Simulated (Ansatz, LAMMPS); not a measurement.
# Charge trapping in amorphous poly(p-phenylene) (as short chains C26H22) at 500 K (144 atoms)

Does an extra electron or hole in amorphous poly(p-phenylene) (as short chains C26H22) at 500 K (144 atoms) stay spread out, or do the atoms trap it?

Method: Kohn-Sham DFT, r2SCAN+D3(BJ), PAW (set soft_2), plane waves, in Ansatz 0.2.0.

### Step 1. The starting structure

The cell holds 144 atoms: 78 C and 66 H. Cell: a = 11.754 Å, b = 11.754 Å, c = 11.754 Å, α = 90.0°, β = 90.0°, γ = 90.0°. 3 poly(p-phenylene) chains of 4 units with methyl end groups placed at random, at 1.03 g/cm³; overlaps pushed apart, then 20 ps at 800 K with MMFF94 bonds, angles, torsions, charges and radii (Halgren, J. Comput. Chem. 17, 490 (1996)) in harmonic and 12-6 forms. Snapshot after 30 ps at 500 K and fixed volume.

What the set-up can't give: The network of contacts between molecules at the start is that of the classical potential that made the cell, and needn't be the one that DFT or experiment would give. The Brillouin zone is sampled at Γ only, in a cell whose shortest periodic width is 12 Å.

### Step 2. Single point at the start

The forces at the start show how far the geometry lies from a minimum of this functional.

File input.yaml:

```yaml
crystal:
  lattice:
    - [11.75411, 0.0, 0.0]
    - [0.0, 11.75411, 0.0]
    - [0.0, 0.0, 11.75411]
  atoms:
    - { symbol: C, position: [0.4213, 0.62608, 0.3429] }
    - { symbol: C, position: [0.3423, 0.7266, 0.33727] }
    - { symbol: C, position: [0.22314, 0.71903, 0.35167] }
    - { symbol: C, position: [0.15353, 0.80767, 0.34045] }
    - { symbol: C, position: [0.18837, 0.91186, 0.30374] }
    - { symbol: C, position: [0.30829, 0.92376, 0.28292] }
    - { symbol: C, position: [0.38681, 0.8317, 0.29784] }
    - { symbol: C, position: [0.12014, 0.00582, 0.27159] }
    - { symbol: C, position: [0.07704, 0.01553, 0.15943] }
    - { symbol: C, position: [0.99656, 0.09945, 0.13499] }
    - { symbol: C, position: [0.94635, 0.16232, 0.21777] }
    - { symbol: C, position: [0.98032, 0.14244, 0.33014] }
    - { symbol: C, position: [0.06588, 0.07122, 0.35456] }
    - { symbol: C, position: [0.84978, 0.24299, 0.19345] }
    - { symbol: C, position: [0.80515, 0.31349, 0.27875] }
    - { symbol: C, position: [0.72069, 0.39923, 0.24889] }
    - { symbol: C, position: [0.68861, 0.41097, 0.1351] }
    - { symbol: C, position: [0.72686, 0.33512, 0.05642] }
    - { symbol: C, position: [0.81806, 0.26052, 0.08058] }
    - { symbol: C, position: [0.59284, 0.48199, 0.10663] }
    - { symbol: C, position: [0.61007, 0.60096, 0.11118] }
    - { symbol: C, position: [0.52235, 0.6775, 0.07418] }
    - { symbol: C, position: [0.4192, 0.63189, 0.03961] }
    - { symbol: C, position: [0.40363, 0.51632, 0.02249] }
    - { symbol: C, position: [0.49265, 0.44744, 0.05868] }
    - { symbol: C, position: [0.32024, 0.71169, 0.00891] }
    - { symbol: H, position: [0.43078, 0.58481, 0.43038] }
    - { symbol: H, position: [0.50424, 0.64503, 0.32156] }
    - { symbol: H, position: [0.37448, 0.57231, 0.28637] }
    - { symbol: H, position: [0.18986, 0.6368, 0.37497] }
    - { symbol: H, position: [0.06204, 0.78539, 0.36946] }
    - { symbol: H, position: [0.33511, 0.00919, 0.26101] }
    [... 106 atom lines left out ...]
    - { symbol: H, position: [0.70994, 0.94658, 0.1934] }
    - { symbol: H, position: [0.89792, 0.67392, 0.34218] }
    - { symbol: H, position: [0.99703, 0.63515, 0.14614] }
    - { symbol: H, position: [0.85459, 0.90104, 0.43816] }
    - { symbol: H, position: [0.72783, 0.81091, 0.44395] }
    - { symbol: H, position: [0.72893, 0.94028, 0.38424] }
kpoints:
  mp_grid: { grid: [1, 1, 1] }
hamiltonian:
  xc: r2scan
  dispersion: d3bj
scf:
  occupations: { method: fixed }
output:
  forces: true
```

Started as:

```bash
> ansatz run input.yaml --threads 4 --pin off --max-ram 8192MiB --backend cpu --events-out ev --progress --plain --runs-dir out
```

Output:

```text
Warning: the engine holds no damping parameters fitted to this dispersion correction and functional, so the run takes those fitted to r2scan beside the three-body term, which d3bj leaves out (hamiltonian.dispersion, under Limitations)
[...]
Pseudopotentials: kind: paw
Pseudopotential: C, paw, valence charge 4, recommended cutoff 500 eV (meta_gga), C.paw.azcp
Pseudopotential: H, paw, valence charge 1, recommended cutoff 500 eV (meta_gga), H.paw.azcp
[... 6 lines on functional and potentials left out ...]
Crystal: 144 atoms, lattice volume = 1623.937 Å³
Basis set: ecut = 500 eV, 41347 PW (Γ), exchange–correlation on 360×360×360 points (64 copies of the dense FFT grid, shifted against one another)
Bands: 333, of which v1, the nominal top of the filled ones, is band 189 counted from 1 (188 counted from 0)
Symmetry: 1 space group operations
Space group: P1 (ITA 1), of the structure as read, at distance tolerance 1.2e-4 Å
k-points: 1
[... 6 lines on functional and potentials left out ...]
Initial density: superposition of atomic densities (neutral atoms: chi_scale 0, normalization atom), corrected by the library's trained network
Initial wavefunctions: pseudopotential atomic-orbital guess
[...]
SCF iter   1: F=—  HF=-20680.943037 eV  |F-HF|=—  |Δ(HF+E_count)|=         —  Δρ=6.02e-3  dr2=3.66e-1  dr2_τ=1.64e1  ethr=1.77e-3  ⟨swp⟩=6.0  Hψ=1143  notcnv=0  defer=139
preconditioner: auto → Resta (q_TF=auto, 2.140 Å⁻¹)  ε∞=2.3  [insulator: Δε(μ)=3.389 eV  Ē_g=15.906 eV  n_scr=256 (ndim 8)  ℏωp=17.9 eV  f_vac=0.239  ε∞_Penn≈2.3]
SCF iter   2: F=—  HF=-20680.194512 eV  |F-HF|=—  |Δ(HF+E_count)|=   7.49e-1  Δρ=3.72e-3  dr2=1.16e-1  dr2_τ=5.36e-3  ethr=9.68e-5  ⟨swp⟩=2.0  Hψ=536  notcnv=0  defer=140
SCF iter   3: F=—  HF=-20680.205540 eV  |F-HF|=—  |Δ(HF+E_count)|=   1.10e-2  Δρ=8.75e-4  dr2=2.29e-2  dr2_τ=2.89e-3  ethr=3.06e-5  ⟨swp⟩=3.0  Hψ=352  notcnv=0  defer=53
automatic band count: iteration 3 solves 244 bands in place of 333: the levels show a gap, and the empty bands left out lie too high to hold charge; the band table lists the bands solved (type scf.n_extra_bands for more)
SCF iter   4: F=—  HF=-20680.204253 eV  |F-HF|=—  |Δ(HF+E_count)|=   1.29e-3  Δρ=3.09e-4  dr2=1.89e-3  dr2_τ=1.68e-4  ethr=6.05e-6  ⟨swp⟩=3.0  Hψ=370  notcnv=0  defer=53
SCF iter   5: F=—  HF=-20680.205538 eV  |F-HF|=—  |Δ(HF+E_count)|=   1.28e-3  Δρ=1.09e-4  dr2=4.03e-4  dr2_τ=2.59e-5  ethr=5.01e-7  ⟨swp⟩=2.0  Hψ=364  notcnv=0  defer=53
[...]
SCF iter   9: F=—  HF=-20680.206294 eV  |F-HF|=—  |Δ(HF+E_count)|=   2.09e-6  Δρ=2.10e-6  dr2=1.19e-7  dr2_τ=1.09e-8  ethr=3.23e-10  ⟨swp⟩=2.0  Hψ=374  notcnv=0  defer=50
SCF iter  10: F=-20680.206294 eV  HF=-20680.206294 eV  |F-HF|=2.92e-8  |Δ(HF+E_count)|=   2.79e-7  Δρ=9.63e-7  dr2=2.72e-8  dr2_τ=2.46e-9  ethr=2.65e-11  ⟨swp⟩=4.0  Hψ=785  notcnv=0
SCF 1 converged in 10 iterations: F = -20680.206294 eV  dr2 = 2.72e-8
[...]
SCF converged after 10 iterations
Free energy (F): -20680.206294 eV
Harris-Foulkes:  -20680.206294 eV  (|F-HF|=2.92e-8)
Internal energy: -20680.206294 eV  (E = F + TS)
E sigma→0 (E₀):  -20680.206294 eV
Fermi energy:    -0.283500 eV
--- Per-component energies (eV) ---
[...]
Σ components = -20680.206294   (vs F -20680.206294, Δ=0.00e0)
--- Forces (eV/Å), atoms counted from 1 ---
  atom   1  C     -2.46286220    -0.37886209     2.44455796
  atom   2  C      0.68699847     1.43358074    -0.59953158
  atom   3  C      3.07776637    -2.16730067     0.62997211
  atom   4  C     -4.28717109    -0.19513398     1.15054183
[...]
atom 144  H      0.07458133    -0.49496759    -0.39123552
  max |Σ_I F_I| component: 3.78e-5 eV/Å
```

Run time: 15 s. Hardware: 4 threads of AMD EPYC 9R45, shared host; peak memory 4 GiB; 57 s of CPU time.

Notices of the run: dispersion damping borrowed.

The r.m.s. force at the start is 1.3 eV/Å.

### Step 3. Relaxation

With the cell held, the atoms are moved downhill towards a nearby minimum.

File input.yaml:

```yaml
crystal:
  lattice:
    - [11.75411, 0.0, 0.0]
    - [0.0, 11.75411, 0.0]
    - [0.0, 0.0, 11.75411]
  atoms:
    [... the 144 atom lines of step 2 ...]
kpoints:
  mp_grid: { grid: [1, 1, 1] }
hamiltonian:
  xc: r2scan
  dispersion: d3bj
scf:
  occupations: { method: fixed }
output:
  forces: true
relax:
  f_tol: 0.05
  max_steps: 120
```

Output:

```text
[...]
Crystal: 144 atoms, lattice volume = 1623.937 Å³
Basis set: ecut = 500 eV, 41347 PW (Γ), exchange–correlation on 360×360×360 points (64 copies of the dense FFT grid, shifted against one another)
Bands: 333, of which v1, the nominal top of the filled ones, is band 189 counted from 1 (188 counted from 0)
Symmetry: 1 space group operations
[...]
k-points: 1
[...]
SCF iter   1: F=—  HF=-20680.943037 eV  |F-HF|=—  |Δ(HF+E_count)|=         —  Δρ=6.02e-3  dr2=3.66e-1  dr2_τ=1.64e1  ethr=1.77e-3  ⟨swp⟩=6.0  Hψ=1143  notcnv=0  defer=139
[...]
SCF iter   7: F=-20680.206290 eV  HF=-20680.206274 eV  |F-HF|=1.55e-5  |Δ(HF+E_count)|=   8.39e-5  Δρ=1.75e-5  dr2=8.68e-6  dr2_τ=7.06e-7  ethr=1.65e-8  ⟨swp⟩=4.0  Hψ=776  notcnv=0
SCF 1 converged in 7 iterations: F = -20680.206290 eV  dr2 = 8.68e-6
[...]
relax step   1: F+E_penalty+E_count = -20680.20628954 eV  Δ(F+E_penalty+E_count) = +0.000e0 eV  max|allowed force component| = 4.351e0 eV/Å  Δτ_max = 0.0000 Å  (7 SCF iters, dr2 threshold 6.25e-5 eV, accepted)
[... from here on, the SCF cycles and remarks between the steps are left out ...]
relax step   2: F+E_penalty+E_count = -20687.47200059 eV  Δ(F+E_penalty+E_count) = -7.266e0 eV  max|allowed force component| = 1.957e0 eV/Å  Δτ_max = 0.1948 Å  (7 SCF iters, dr2 threshold 1.00e-4 eV, accepted)
relax step   3: F+E_penalty+E_count = -20689.05535461 eV  Δ(F+E_penalty+E_count) = -1.583e0 eV  max|allowed force component| = 9.202e-1 eV/Å  Δτ_max = 0.1905 Å  (7 SCF iters, dr2 threshold 1.00e-4 eV, accepted)
relax step   4: F+E_penalty+E_count = -20689.36683295 eV  Δ(F+E_penalty+E_count) = -3.115e-1 eV  max|allowed force component| = 2.316e-1 eV/Å  Δτ_max = 0.1940 Å  (7 SCF iters, dr2 threshold 1.00e-4 eV, accepted)
relax step   5: F+E_penalty+E_count = -20689.54667265 eV  Δ(F+E_penalty+E_count) = -1.798e-1 eV  max|allowed force component| = 9.230e-2 eV/Å  Δτ_max = 0.2000 Å  (8 SCF iters, dr2 threshold 3.40e-6 eV, accepted)
relax step   6: F+E_penalty+E_count = -20689.65925477 eV  Δ(F+E_penalty+E_count) = -1.126e-1 eV  max|allowed force component| = 1.597e-1 eV/Å  Δτ_max = 0.1936 Å  (9 SCF iters, accepted)
relax step   7: F+E_penalty+E_count = -20689.73070435 eV  Δ(F+E_penalty+E_count) = -7.145e-2 eV  max|allowed force component| = 2.285e-1 eV/Å  Δτ_max = 0.1932 Å  (8 SCF iters, dr2 threshold 4.05e-6 eV, accepted)
relax step   8: F+E_penalty+E_count = -20689.77815910 eV  Δ(F+E_penalty+E_count) = -4.745e-2 eV  max|allowed force component| = 1.808e-1 eV/Å  Δτ_max = 0.1622 Å  (7 SCF iters, dr2 threshold 5.22e-5 eV, accepted)
relax step   9: F+E_penalty+E_count = -20689.81780856 eV  Δ(F+E_penalty+E_count) = -3.965e-2 eV  max|allowed force component| = 1.140e-1 eV/Å  Δτ_max = 0.1703 Å  (7 SCF iters, dr2 threshold 2.05e-5 eV, accepted)
relax step  10: F+E_penalty+E_count = -20689.83774443 eV  Δ(F+E_penalty+E_count) = -1.994e-2 eV  max|allowed force component| = 1.041e-1 eV/Å  Δτ_max = 0.1329 Å  (7 SCF iters, dr2 threshold 5.17e-6 eV, accepted)
relax step  11: F+E_penalty+E_count = -20689.85168102 eV  Δ(F+E_penalty+E_count) = -1.394e-2 eV  max|allowed force component| = 7.900e-2 eV/Å  Δτ_max = 0.1324 Å  (7 SCF iters, dr2 threshold 4.31e-6 eV, accepted)
relax step  12: F+E_penalty+E_count = -20689.86024615 eV  Δ(F+E_penalty+E_count) = -8.565e-3 eV  max|allowed force component| = 8.922e-2 eV/Å  Δτ_max = 0.1558 Å  (7 SCF iters, dr2 threshold 3.60e-6 eV, accepted)
relax step  13: F+E_penalty+E_count = -20689.86624357 eV  Δ(F+E_penalty+E_count) = -5.997e-3 eV  max|allowed force component| = 1.007e-1 eV/Å  Δτ_max = 0.1162 Å  (6 SCF iters, dr2 threshold 4.59e-6 eV, accepted)
relax step  14: F+E_penalty+E_count = -20689.87049528 eV  Δ(F+E_penalty+E_count) = -4.252e-3 eV  max|allowed force component| = 8.993e-2 eV/Å  Δτ_max = 0.0935 Å  (6 SCF iters, dr2 threshold 1.01e-5 eV, accepted)
relax step  15: F+E_penalty+E_count = -20689.87425476 eV  Δ(F+E_penalty+E_count) = -3.759e-3 eV  max|allowed force component| = 1.165e-1 eV/Å  Δτ_max = 0.1301 Å  (6 SCF iters, dr2 threshold 6.45e-6 eV, accepted)
relax step  16: F+E_penalty+E_count = -20689.87703076 eV  Δ(F+E_penalty+E_count) = -2.776e-3 eV  max|allowed force component| = 1.217e-1 eV/Å  Δτ_max = 0.0611 Å  (6 SCF iters, dr2 threshold 1.08e-5 eV, accepted)
relax step  17: F+E_penalty+E_count = -20689.88140379 eV  Δ(F+E_penalty+E_count) = -4.373e-3 eV  max|allowed force component| = 1.121e-1 eV/Å  Δτ_max = 0.1209 Å  (6 SCF iters, dr2 threshold 1.48e-5 eV, accepted)
relax step  18: F+E_penalty+E_count = -20689.88437156 eV  Δ(F+E_penalty+E_count) = -2.968e-3 eV  max|allowed force component| = 1.512e-1 eV/Å  Δτ_max = 0.1301 Å  (7 SCF iters, dr2 threshold 1.07e-5 eV, accepted)
relax step  19: F+E_penalty+E_count = -20689.88707986 eV  Δ(F+E_penalty+E_count) = -2.708e-3 eV  max|allowed force component| = 1.687e-1 eV/Å  Δτ_max = 0.0759 Å  (5 SCF iters, dr2 threshold 1.94e-5 eV, accepted)
relax step  20: F+E_penalty+E_count = -20689.89038376 eV  Δ(F+E_penalty+E_count) = -3.304e-3 eV  max|allowed force component| = 2.110e-1 eV/Å  Δτ_max = 0.0997 Å  (5 SCF iters, dr2 threshold 2.84e-5 eV, accepted)
relax step  21: F+E_penalty+E_count = -20689.89312450 eV  Δ(F+E_penalty+E_count) = -2.741e-3 eV  max|allowed force component| = 2.094e-1 eV/Å  Δτ_max = 0.0605 Å  (4 SCF iters, dr2 threshold 4.45e-5 eV, accepted)
relax step  22: F+E_penalty+E_count = -20689.89652086 eV  Δ(F+E_penalty+E_count) = -3.396e-3 eV  max|allowed force component| = 2.082e-1 eV/Å  Δτ_max = 0.0712 Å  (4 SCF iters, dr2 threshold 4.32e-5 eV, accepted)
relax step  23: F+E_penalty+E_count = -20689.89944272 eV  Δ(F+E_penalty+E_count) = -2.922e-3 eV  max|allowed force component| = 2.268e-1 eV/Å  Δτ_max = 0.0774 Å  (4 SCF iters, dr2 threshold 4.27e-5 eV, accepted)
relax step  24: F+E_penalty+E_count = -20689.90260841 eV  Δ(F+E_penalty+E_count) = -3.166e-3 eV  max|allowed force component| = 2.082e-1 eV/Å  Δτ_max = 0.0660 Å  (4 SCF iters, dr2 threshold 5.08e-5 eV, accepted)
relax step  25: F+E_penalty+E_count = -20689.90625181 eV  Δ(F+E_penalty+E_count) = -3.643e-3 eV  max|allowed force component| = 1.355e-1 eV/Å  Δτ_max = 0.0600 Å  (4 SCF iters, dr2 threshold 3.65e-5 eV, accepted)
relax step  26: F+E_penalty+E_count = -20689.90909647 eV  Δ(F+E_penalty+E_count) = -2.845e-3 eV  max|allowed force component| = 1.895e-2 eV/Å  Δτ_max = 0.0562 Å  (5 SCF iters, dr2 threshold 7.77e-6 eV, accepted)
relax step  27: F+E_penalty+E_count = -20689.90909782 eV  Δ(F+E_penalty+E_count) = -1.346e-6 eV  max|allowed force component| = 1.892e-2 eV/Å  Δτ_max = 0.0000 Å  (4 SCF iters, accepted)
relax step  28: F+E_penalty+E_count = -20689.91097754 eV  Δ(F+E_penalty+E_count) = -1.880e-3 eV  max|allowed force component| = 1.463e-1 eV/Å  Δτ_max = 0.1056 Å  (8 SCF iters, accepted)
relax step  29: F+E_penalty+E_count = -20689.91243620 eV  Δ(F+E_penalty+E_count) = -1.459e-3 eV  max|allowed force component| = 2.826e-2 eV/Å  Δτ_max = 0.0181 Å  (4 SCF iters, dr2 threshold 2.13e-5 eV, accepted)
relax step  30: F+E_penalty+E_count = -20689.91243805 eV  Δ(F+E_penalty+E_count) = -1.848e-6 eV  max|allowed force component| = 2.865e-2 eV/Å  Δτ_max = 0.0000 Å  (4 SCF iters, accepted)
[...]
SCF iter   2: F=-20689.912438 eV  HF=-20689.912438 eV  |F-HF|=1.28e-8  |Δ(HF+E_count)|=   1.27e-8  Δρ=3.47e-7  dr2=4.77e-9  dr2_τ=1.02e-10  ethr=3.14e-12  ⟨swp⟩=3.0  Hψ=640  notcnv=0
SCF 31 converged in 2 iterations: F = -20689.912438 eV  dr2 = 4.77e-9
SCF converged after 2 iterations
Free energy (F): -20689.912438 eV
[...]
Internal energy: -20689.912438 eV  (E = F + TS)
E sigma→0 (E₀):  -20689.912438 eV
Fermi energy:    -0.192015 eV
[...]
--- Forces (eV/Å), atoms counted from 1 ---
  atom   1  C      0.00382896    -0.00209128     0.00075536
  atom   2  C     -0.00219485     0.00232672    -0.00076753
  atom   3  C      0.00109699     0.00123409    -0.00336653
  atom   4  C     -0.00020511     0.00186472     0.00194213
  atom   5  C      0.00285619    -0.00115622     0.00056832
  atom   6  C     -0.00152712    -0.00435871    -0.00258953
  atom   7  C      0.00055184     0.00239569     0.00662669
  atom   8  C     -0.00389207    -0.00186651    -0.00062310
  atom   9  C      0.00502791     0.00176703     0.00103852
  atom  10  C     -0.00331533     0.00273455     0.00281499
  atom  11  C      0.00141394    -0.00319870    -0.00045450
  atom  12  C      0.00170175     0.00329007     0.00056138
  atom  13  C     -0.00269535    -0.00094961    -0.00036965
  atom  14  C     -0.00446135    -0.00194182    -0.00407528
[...]
atom 143  H      0.02865920     0.00900575     0.01253493
  atom 144  H     -0.00893119    -0.02626900     0.00622030
  max |Σ_I F_I| component: 6.85e-5 eV/Å
--- Relaxed structure (30 steps of the walk, 30 accepted, 0 SCFs on fresh bases) ---
  F+E_penalty+E_count = -20689.91243805 eV   max|allowed force component| = 2.865e-2 eV/Å
  atoms:
    - { symbol: C, position: [0.466304, 0.641372, 0.363229] }
    - { symbol: C, position: [0.382398, 0.735510, 0.343578] }
    - { symbol: C, position: [0.272660, 0.729587, 0.388955] }
    - { symbol: C, position: [0.192516, 0.813163, 0.366368] }
[...]
- { symbol: H, position: [0.738404, 0.981111, 0.409479] }
```

Elapsed: 4.7 min, on 4 threads; peak memory 4.1 GiB.

The relaxation converged after 30 steps, 9.71 eV below its start, with a largest force component of 0.029 eV/Å.

[end of part 1 of 4]

[Long decimals in the printed logs are rounded to 6 places.]

[Logs are printed without paths, hosts, clocks, repeated set-up lines and the standing remarks that a program may print on its own settings, such as how far it seeks lower states.]

[Hosts, paths, dates, database ids (printed as entryN), source tags and the programs' standing remarks are cut or masked in the printed files.]

[The MMFF94 radii named for the starting cell were scaled by 0.96; in molecules described by MMFF94, hydrogen bound to N, O or S took a small fixed 12-6 site in their place.]
